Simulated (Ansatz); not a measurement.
# Lattice dynamics of MgO (Periclase, Fm-3m), part 3 of 3

Aim: the vibrations of MgO (Periclase, Fm-3m), their spectra, and whether the structure is stable.

Ansatz 0.2.0; DFT LDA, scalar-relativistic, plane waves, PAW; PAW set soft_1.

So far. Step 3 (Relaxing to small forces for the phonons): The forces vanish by symmetry and the pressure is -0.005 GPa, within the tolerances set. The cell now holds 9.00 Å³/atom. Step 4 (Zone-centre response): Before it was imposed, the acoustic sum rule was missed by 2.1e-4 eV/Å² and the charge sum rule by 5.1e-4 e. Small misses are needed for a sound result but don't prove that mesh and cutoff are converged. The lowest optical mode is real, 407 cm⁻¹. The relaxed cell has a = 4.161 Å (conventional setting).

The database entry behind the starting cell differs from later determinations by our own check (about 0.1 % long), so it need not match the best structure at ambient conditions.

### Step 5. The dispersion (continued)

Tetrahedra on a 28×28×28 mesh, mean over bins of 10 cm-1. Interpolated from a 4×4×4 q mesh. Phonon density of states against wavenumber; read off at these points:

```csv
wavenumber (cm⁻¹),phonon density of states (1/cm⁻¹/cell)
5,0
25,2.0e-5
45,1.1e-4
65,2.6e-4
85,4.5e-4
105,7.2e-4
125,0.00107
135,0.00129
155,0.00181
175,0.0025
195,0.00341
215,0.00465
235,0.00641
255,0.00914
275,0.0145
295,0.0255
315,0.0142
335,0.0103
355,0.00813
365,0.0076
385,0.0217
405,0.0280
415,0.0355
425,0.0338
445,0.0271
465,0.0123
485,0.0121
505,0.00418
525,0.00679
545,0.0116
565,0.00846
585,0.00614
595,0.00539
615,0.00442
635,0.00371
655,0.00308
675,0.00243
695,0.00165
715,1.8e-4
```

The partial phonon density of states has structure finer than the step of the table below, so its rows give means over 25 cm⁻¹, whole bins alone (the curve runs from -10 to 744 cm⁻¹). Peaks (cm⁻¹: height): Mg 293.7: 0.0214, 421.8: 0.0172; O 417.1: 0.0190, 550.0: 0.0107.

Phonopy on the run's constants, 21x21x21 mesh, Gaussian sigma 5.4 cm-1. Interpolated from a 4×4×4 q mesh. Table of partial phonon density of states by wavenumber; means over each step; values in 1/cm⁻¹/cell:

| wavenumber (cm⁻¹) | Mg | O |
| --- | --- | --- |
| 25 | 1.7e-5 | 1.0e-5 |
| 50 | 8.4e-5 | 5.6e-5 |
| 75 | 2.4e-4 | 1.5e-4 |
| 100 | 4.0e-4 | 2.5e-4 |
| 125 | 6.7e-4 | 3.9e-4 |
| 150 | 0.00108 | 5.9e-4 |
| 175 | 0.00176 | 8.9e-4 |
| 200 | 0.00260 | 0.00113 |
| 225 | 0.00406 | 0.00148 |
| 250 | 0.00664 | 0.00182 |
| 275 | 0.0134 | 0.00217 |
| 300 | 0.0192 | 0.00216 |
| 325 | 0.0109 | 0.00120 |
| 350 | 0.00772 | 0.00100 |
| 375 | 0.00621 | 0.00895 |
| 400 | 0.00861 | 0.0178 |
| 425 | 0.0154 | 0.0182 |
| 450 | 0.00757 | 0.0148 |
| 475 | 0.00319 | 0.00958 |
| 500 | 0.00187 | 0.00486 |
| 525 | 9.7e-4 | 0.00578 |
| 550 | 7.3e-4 | 0.00987 |
| 575 | 0.00122 | 0.00617 |
| 600 | 0.00144 | 0.00367 |
| 625 | 0.00137 | 0.00266 |
| 650 | 0.00121 | 0.00205 |
| 675 | 9.4e-4 | 0.00148 |
| 700 | 5.2e-4 | 8.0e-4 |
| 725 | 3.5e-5 | 5.5e-5 |

Second derivatives of the energy by pair, one row for each kind of neighbour of each atom listed. Each entry sums the pair over the periodic images of the supercell that the q mesh stands for, and in a polar crystal it holds the long-range dipole part too. Force constants by pair, by row:

| atom | neighbour | distance (Å) | third of the trace (eV/Å²) | along the pair's line (eV/Å²) |
| --- | --- | --- | --- | --- |
| Mg1 | itself | 0 | 12.27 | – |
| Mg1 | O | 2.08 | -1.499 | -1.63 |
| Mg1 | Mg | 2.942 | -0.1836 | -2.247 |
| Mg1 | O | 3.603 | -0.029 | 0.6292 |
| Mg1 | Mg | 4.161 | -0.2626 | -0.8099 |
| Mg1 | O | 4.652 | 0.0727 | 0.4339 |
| Mg1 | Mg | 5.096 | -0.047 | -0.3024 |
| Mg1 | Mg | 5.884 | -0.0056 | -0.3088 |
| Mg1 | O | 6.241 | 0.0511 | 0.1979 |
| O2 | itself | 0 | 12.48 | – |
| O2 | Mg | 2.08 | -1.499 | -1.63 |
| O2 | O | 2.942 | -0.3135 | -1.835 |
| O2 | Mg | 3.603 | -0.029 | 0.6292 |
| O2 | O | 4.161 | -0.0147 | -0.3624 |
| O2 | Mg | 4.652 | 0.0727 | 0.4339 |
| O2 | O | 5.096 | -0.0506 | -0.2811 |
| O2 | O | 5.884 | -0.1362 | -0.5197 |
| O2 | Mg | 6.241 | 0.0511 | 0.1979 |

Harmonic thermodynamic functions per atom, from the density of states. Interpolated from a 4×4×4 q mesh. Thermodynamic functions, by row:

| T (K) | F_vib (meV/atom) | S (J/mol-atom/K) | C_V (J/mol-atom/K) |
| --- | --- | --- | --- |
| 0 | 74.92 | 0 | 0 |
| 50 | 74.91 | 0.115 | 0.41 |
| 100 | 74.62 | 1.253 | 3.853 |
| 200 | 70.59 | 6.964 | 13.18 |
| 300 | 59.99 | 13.4 | 18.31 |
| 400 | 43.09 | 19.06 | 20.83 |
| 500 | 20.78 | 23.86 | 22.18 |
| 600 | -6.14 | 27.98 | 22.97 |
| 700 | -37.04 | 31.57 | 23.47 |
| 800 | -71.42 | 34.72 | 23.8 |
| 900 | -108.9 | 37.54 | 24.04 |
| 1000 | -149.1 | 40.08 | 24.2 |

Harmonic mean-square displacement, third of the trace. Interpolated from a 4×4×4 q mesh. Mean square displacements, by row:

| T (K) | Mg1 U_eq (Å²) | O2 U_eq (Å²) |
| --- | --- | --- |
| 0 | 0.00215 | 0.00254 |
| 100 | 0.0023 | 0.00266 |
| 300 | 0.00377 | 0.00382 |
| 600 | 0.00677 | 0.00649 |

Symmetry leaves 8 wavevectors to solve. The lowest mode among them, the acoustic zeros apart, lies at q = (0, 0, 0.25) and is real, 187 cm⁻¹.

### Step 6. Results

* space group after relaxation (within 0.01 Å): Fm-3m
* volume per atom: 9.00 Å³
* gap on the k-mesh: 5.03 eV
* highest optical mode at the zone centre (no LO-TO term): 407 cm⁻¹
* top of the zone-centre spectrum with the field: 714 cm⁻¹
* lowest optical zone-centre mode: 407 cm⁻¹
* mean high-frequency dielectric constant: 3.18
* mean static dielectric constant: 9.80
* largest Born charge (third of the trace): 1.97 e
* lowest mode on the q mesh (acoustic modes at Γ apart): 187 cm⁻¹
* highest frequency on the path or at a solved wavevector: 714 cm⁻¹
* zero-point energy per atom: 74.9 meV
* heat capacity at 300 K: 18.3 J/(mol atoms K)
* vibrational entropy at 300 K: 13.4 J/(mol atoms K)
* Debye temperature (second moment): 778 K
* imaginary modes on the 4×4×4 q mesh: none

In words: The structure is a minimum as far as tested: no mode is imaginary at the 8 irreducible wavevectors of the 4×4×4 mesh, and the softest away from the acoustic zeros lies at 187 cm⁻¹. Without the field, the optical modes at Γ form one degenerate level at 407 cm⁻¹. With the macroscopic field of the longitudinal modes the top of the zone-centre spectrum lies at 714 cm⁻¹, against 407 cm⁻¹ without it. Lattice motion raises the mean dielectric constant from 3.183 to 9.804. The strongest infrared line is at 407 cm⁻¹. No mode is Raman active to first order. The PAW files were made for PBE and serve the other functionals too. These are harmonic frequencies at zero temperature: anharmonic shifts, linewidths and thermal expansion are left out.

Comparison with the measured values:

| quantity | measured | LDA, PAW; PAW set soft_1 |
| --- | --- | --- |
| lattice constant a (Å) | 4.212 | 4.161 (-1.2 %) |
| band gap (least gap) (eV) | 7.83 | 5.03 (-2.80 eV) |
| ε∞ (mean of the tensor) | 2.95 | 3.18 (+7.9 %) |
| infrared mode, TO phonon at Gamma (T1u) (cm⁻¹) | 396.5 | 407 (+2.7 %) |

Measured values from arxiv:0704.2267 (2007) and arxiv:0908.1581 (2009).

How well it matches: The lattice constant a is off by -1.2 %: fair agreement. The band gap is off by -2.80 eV: a clear miss. Local and semilocal functionals usually give gaps below the measured ones. Zero-point and thermal motion shift the measured gap. The ε∞ is off by +7.9 %: fair agreement. The infrared mode is off by +2.7 %: good agreement. The grades are ours: good and fair within 0.7 and 1.5 % for the lattice constant a, 7 and 18 % for the ε∞ and 3 and 7 % for the infrared mode. Zero-point motion and thermal expansion (measured at up to 295 K) are not in the computed lattice constants and infrared mode.

[Logs are printed without paths, hosts, clocks, repeated set-up lines and the standing remarks that a program may print on its own settings, such as how far it seeks lower states.]

[Hosts, paths, dates, database ids (printed as entryN), source tags and the programs' standing remarks are cut or masked in the printed files.]
